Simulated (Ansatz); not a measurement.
# How many bands does the GW gap of GaCuCCl4O (P-1) need?

Aim: see how the G0W0 gap of GaCuCCl4O (P-1) on PBE moves with empty bands and screening cutoff, and what each rung costs.

Main program and level: Ansatz 0.2.0; G0W0 on PBE, plane waves, PAW; PAW set soft_1.

Most raw output is cut from this account.

In doubt: one-shot GW on d or f shells is unsure (steps 2, 3, 4, 5, 6), so the values of those runs are not to be relied on.

## (1) The starting structure

The cell holds 16 atoms: 2 Ga, 2 Cu, 2 C, 8 Cl and 2 O. Its edges and angles: a = 6.877 Å, b = 7.015 Å, c = 8.759 Å, α = 81.0°, β = 69.5°, γ = 85.7°. It derives from GaCuCCl4O.

Geometry: measured cell, ions relaxed with PBE. The runs that relaxed it are not among those shown.

## (2) 145 empty bands, screening to 30 eV

Now the one-shot GW correction: screening in the RPA, then the self-energy of the levels asked for. This step takes PAW set soft_1 files.

Contents of input.yaml:

```yaml
crystal:
  lattice:
    - [6.8769, 0.0, 0.0]
    - [0.522228115, 6.9960358808, 0.0]
    - [3.0741926905, 1.1449101349, 8.1219214749]
  atoms:
    - { symbol: Ga, position: [0.2081665666, 0.7574132111, 0.7643240985] }
    - { symbol: Ga, position: [0.7918334334, 0.2425867889, 0.2356759015] }
    - { symbol: Cu, position: [0.022745104, 0.7338024064, 0.2203571138] }
    - { symbol: Cu, position: [0.977254896, 0.2661975936, 0.7796428862] }
    - { symbol: C, position: [0.2827240723, 0.7757339647, 0.2143510568] }
    - { symbol: C, position: [0.7172759277, 0.2242660353, 0.7856489432] }
    - { symbol: Cl, position: [0.9210642142, 0.756937292, 0.9889027727] }
    - { symbol: Cl, position: [0.0789357858, 0.243062708, 0.0110972273] }
    - { symbol: Cl, position: [0.7852164132, 0.9565929156, 0.3873724251] }
    - { symbol: Cl, position: [0.2147835868, 0.0434070844, 0.6126275749] }
    - { symbol: Cl, position: [0.8424017929, 0.4560128272, 0.3819958627] }
    - { symbol: Cl, position: [0.1575982071, 0.5439871728, 0.6180041373] }
    - { symbol: Cl, position: [0.4876463372, 0.6931938752, 0.8219630673] }
    - { symbol: Cl, position: [0.5123536628, 0.3068061248, 0.1780369327] }
    - { symbol: O, position: [0.4396928157, 0.8115366937, 0.2184202269] }
    - { symbol: O, position: [0.5603071843, 0.1884633063, 0.7815797731] }
kpoints:
  mp_grid: { grid: [2, 2, 2] }
hamiltonian:
  xc: pbe
  pseudopotentials: { kind: paw, azcp: { folder: soft_1 } }
scf:
  occupations: { method: fixed }
gw:
  n_empty_bands: 145
  ecut_chi: 30
  qp_bands: [v4, c4]
  qp_kpoints: band_edges
  screening: { model: contour_deformation }
```

The run is started by

```
$ ansatz run input.yaml --threads 2 --pin off --max-ram 73728MiB --backend cuda --events-out ev --progress --plain --runs-dir out --devices 1 --max-vram 13GiB
```

It took 11 s on 1 × NVIDIA H100 80GB HBM3 (shared by 6 runs) with 2 threads of AMD EPYC 7R13 (Zen 3), shared host; peak memory 1.5 GiB; 14 s of CPU time.

This step gave:

| Property | Result |
| --- | --- |
| bands summed | 215 |
| RPA ε∞ on this mesh (eigenvalues) | 2.576, 2.727, 2.888 |
| plane waves in the screening matrix | 139 |
| q-points in the mesh | 8 |
| G0W0 gap on the mesh | 6.844 eV |
| k of the valence top | 0, -0.5, 0 |
| k of the conduction bottom | 0, 0, 0 |
| starting gap on the mesh | 3.151 eV |
| Z at the valence top | 0.7358 |
| Z at the conduction bottom | 0.8232 |
| least direct G0W0 gap on the computed points | 6.851 eV |

The gap on the mesh goes from 3.15 eV to 6.84 eV, a correction of +3.69 eV. The program marks an edge row as in doubt. Between the two edge states, bare exchange in place of the xc potential would open the gap by 12.44 eV, and correlation takes back 8.75 eV.

## (3) 412 empty bands, screening to 60 eV

Another rung: the empty bands reach about as high as the screening cutoff, so the two stay in balance.

input.yaml: that of step 2 with these lines changed.

```diff
@@ -30,4 +30,4 @@
 gw:
-  n_empty_bands: 145
-  ecut_chi: 30
+  n_empty_bands: 412
+  ecut_chi: 60
   qp_bands: [v4, c4]
```

Wall time 26 s (1 × NVIDIA H100 80GB HBM3 (shared by 6 runs) with 2 threads); peak memory 2 GiB; 34 s of CPU time.

Numbers from this step:

| Item | Value |
| --- | --- |
| bands summed | 482 |
| RPA ε∞ on this mesh (eigenvalues) | 2.590, 2.728, 2.897 |
| plane waves in the screening matrix | 421 |
| q-points in the mesh | 8 |
| G0W0 gap on the mesh | 5.946 eV |
| k of the valence top | 0, -0.5, 0 |
| k of the conduction bottom | 0, 0, 0 |
| starting gap on the mesh | 3.151 eV |
| Z at the valence top | 0.7191 |
| Z at the conduction bottom | 0.8140 |
| least direct G0W0 gap on the computed points | 5.958 eV |

Against the run with 2×2×2 mesh, 145 empty bands, screening to 30 eV, PAW set soft_1 files, the gap moves by −0.90 eV.

## (4) 887 empty bands, screening to 100 eV

input.yaml: that of step 3 with these lines changed.

```diff
@@ -30,4 +30,4 @@
 gw:
-  n_empty_bands: 412
-  ecut_chi: 60
+  n_empty_bands: 887
+  ecut_chi: 100.0
   qp_bands: [v4, c4]
```

It took 53 s on 1 × NVIDIA H100 80GB HBM3 (shared by 6 runs) with 2 threads; peak memory 3.2 GiB.

This step gave:

```yaml
bands_summed: 957
rpa_eps_infinity_on_this_mesh_eigenvalues: 2.586, 2.721, 2.889
plane_waves_in_the_screening_matrix: 893
g0w0_gap_on_the_mesh: 5.545 eV
k_of_the_valence_top: 0, -0.5, 0
k_of_the_conduction_bottom: 0, 0, 0
starting_gap_on_the_mesh: 3.151 eV
least_direct_g0w0_gap_on_the_computed_points: 5.563 eV
```

Against the run with 2×2×2 mesh, 412 empty bands, screening to 60 eV, PAW set soft_1 files, the gap moves by −0.40 eV.

## (5) Changing the frequency model: 2×2×2 mesh, 412 empty bands, screening to 60 eV, plasmon pole, PAW set soft_1 files

A plasmon pole stands in for the full frequency dependence of the screening; this run shows what that costs in accuracy. Bands and cutoff differ from the step before, so it is read against an earlier run that matches them.

input.yaml: that of step 4 with these lines changed.

```diff
@@ -30,6 +30,6 @@
 gw:
-  n_empty_bands: 887
-  ecut_chi: 100.0
+  n_empty_bands: 412
+  ecut_chi: 60
   qp_bands: [v4, c4]
   qp_kpoints: band_edges
-  screening: { model: contour_deformation }
+  screening: { model: godby_needs }
```

Elapsed: 25 s, on 1 × NVIDIA H100 80GB HBM3 (shared by 6 runs) with 2 threads; peak memory 2 GiB.

Numbers from this step:

```yaml
bands_summed: 482
plasmon_pole_fit_frequency: 22.23 eV
rpa_eps_infinity_on_this_mesh_eigenvalues: 2.590, 2.728, 2.897
plane_waves_in_the_screening_matrix: 421
g0w0_gap_on_the_mesh: 6.057 eV
k_of_the_valence_top: 0, -0.5, 0
k_of_the_conduction_bottom: 0, 0, 0
starting_gap_on_the_mesh: 3.151 eV
least_direct_g0w0_gap_on_the_computed_points: 6.069 eV
```

Against the run with 2×2×2 mesh, 412 empty bands, screening to 60 eV, PAW set soft_1 files, the gap moves by +0.11 eV.

## (6) Changing the files: 2×2×2 mesh, 412 empty bands, screening to 60 eV, hard PAW files

Other atomic data (hard PAW) test the pseudisation: the cutoff goes from 420 to 1020 eV and the valence electrons from 140 to 156, which opens shells that were frozen.

This step: G0W0 on PBE, plane waves, PAW.

input.yaml: that of step 5 with these lines changed.

```diff
@@ -26,3 +26,3 @@
   xc: pbe
-  pseudopotentials: { kind: paw, azcp: { folder: soft_1 } }
+  pseudopotentials: { kind: paw, source: ansatz }
 scf:
@@ -34,2 +34,2 @@
   qp_kpoints: band_edges
-  screening: { model: godby_needs }
+  screening: { model: contour_deformation }
```

It took 49 s on 1 × NVIDIA H100 80GB HBM3 (shared by 6 runs) with 2 threads; peak memory 3.9 GiB.

Numbers from this step:

- bands summed: 490
- RPA ε∞ on this mesh (eigenvalues): 2.590, 2.727, 2.895
- plane waves in the screening matrix: 421
- G0W0 gap on the mesh: 5.957 eV
- k of the valence top: 0, -0.5, 0
- k of the conduction bottom: 0, 0, 0
- starting gap on the mesh: 3.152 eV
- least direct G0W0 gap on the computed points: 5.970 eV

Against the run with 2×2×2 mesh, 412 empty bands, screening to 60 eV, PAW set soft_1 files, the gap moves by +0.012 eV.

## (7) Side by side

Times are wall times on 1 × NVIDIA H100 80GB HBM3 (shared by 6 runs) with 2 threads of AMD EPYC 7R13 (Zen 3), shared host, good to a factor of about two.

```csv
mesh,files,frequency,bands summed,cutoff (eV),start (eV),G0W0 (eV),time,host memory (GiB)
2×2×2,PAW set soft_1,contour deformation,215,30,3.151,6.844,11 s,1.5
2×2×2,PAW set soft_1,contour deformation,482,60,3.151,5.946,26 s,2.0
2×2×2,PAW set soft_1,contour deformation,957,100,3.151,5.545,53 s,3.2
2×2×2,PAW set soft_1,plasmon pole,482,60,3.151,6.057,25 s,2.0
2×2×2,hard PAW,contour deformation,490,60,3.152,5.957,49 s,3.9
```

The parts of the quasiparticle energy at the two band edges (eV; QP = start + Σx + Σc − Vxc):

```csv
run,edge,start,Σx,Σc,Vxc,Z,QP
215 bands,valence top,1.72,-38.89,5.85,-31.12,0.74,-0.20
215 bands,conduction bottom,4.87,-10.75,-2.89,-15.42,0.82,6.64
482 bands,valence top,1.72,-38.89,6.44,-31.12,0.72,0.39
482 bands,conduction bottom,4.87,-10.75,-3.20,-15.42,0.81,6.33
957 bands,valence top,1.72,-38.89,6.62,-31.12,0.71,0.57
957 bands,conduction bottom,4.87,-10.75,-3.42,-15.42,0.81,6.11
```

## (8) Results

```yaml
215_bands_30_ev: 6.844 eV
482_bands_60_ev: 5.946 eV
957_bands_100_ev: 5.545 eV
estimated_limit_in_bands_and_cutoff: 5.14 eV
mesh_and_start: 2×2×2, PBE
```

In words: A line in one over the bands through the two highest rungs gives 5.14 eV, −0.41 eV from the top rung; the pair below gives 5.22 eV, so the estimate is still falling. The rungs stand 1.70 eV (215 bands), 0.81 eV (482 bands) and 0.41 eV (957 bands) from it. From 215 to 957 bands the gap moves by −1.30 eV while the time grows 4.8-fold. Σc changes by +0.77 eV at the valence top and −0.53 eV at the conduction bottom, so both edges matter. The plasmon-pole model gives +0.11 eV against contour deformation, 4 % of the correction, and saved no time in this program. Hard PAW files move the gap by +0.01 eV at equal bands and cutoff, +0.001 eV of it in the start. The 2×2×2 mesh is coarse for this cell (its supercell is 14 Å along the shortest edge). The RPA ε∞ on it, from the PBE start, is 2.59, 2.72 and 2.89; such meshes misread the long-range screening, most where the gap is narrow. A d shell, filled or nearly so, lies near the gap. One-shot GW converges very slowly in bands there, not always from below, and on a semilocal start the gap tends to come out low; starts rich in exact exchange can overshoot instead. The many-body steps are scalar-relativistic: spin-orbit coupling is not in them.

[Paths, hosts, dates, memory and timing lines, banners, echoed tables and standing remarks are left out of the program output.]

[Logs are printed without paths, hosts, clocks, repeated set-up lines and the standing remarks that a program may print on its own settings, such as how far it seeks lower states.]

[Runs of the session that timed out or met a known fault of the program may be left out.]

[Cells called generated may have been cut or substituted from an entry of the Crystallography Open Database or the Materials Project.]

[Hosts, paths, dates, database ids (printed as entryN), source tags and the programs' standing remarks are cut or masked in the printed files.]
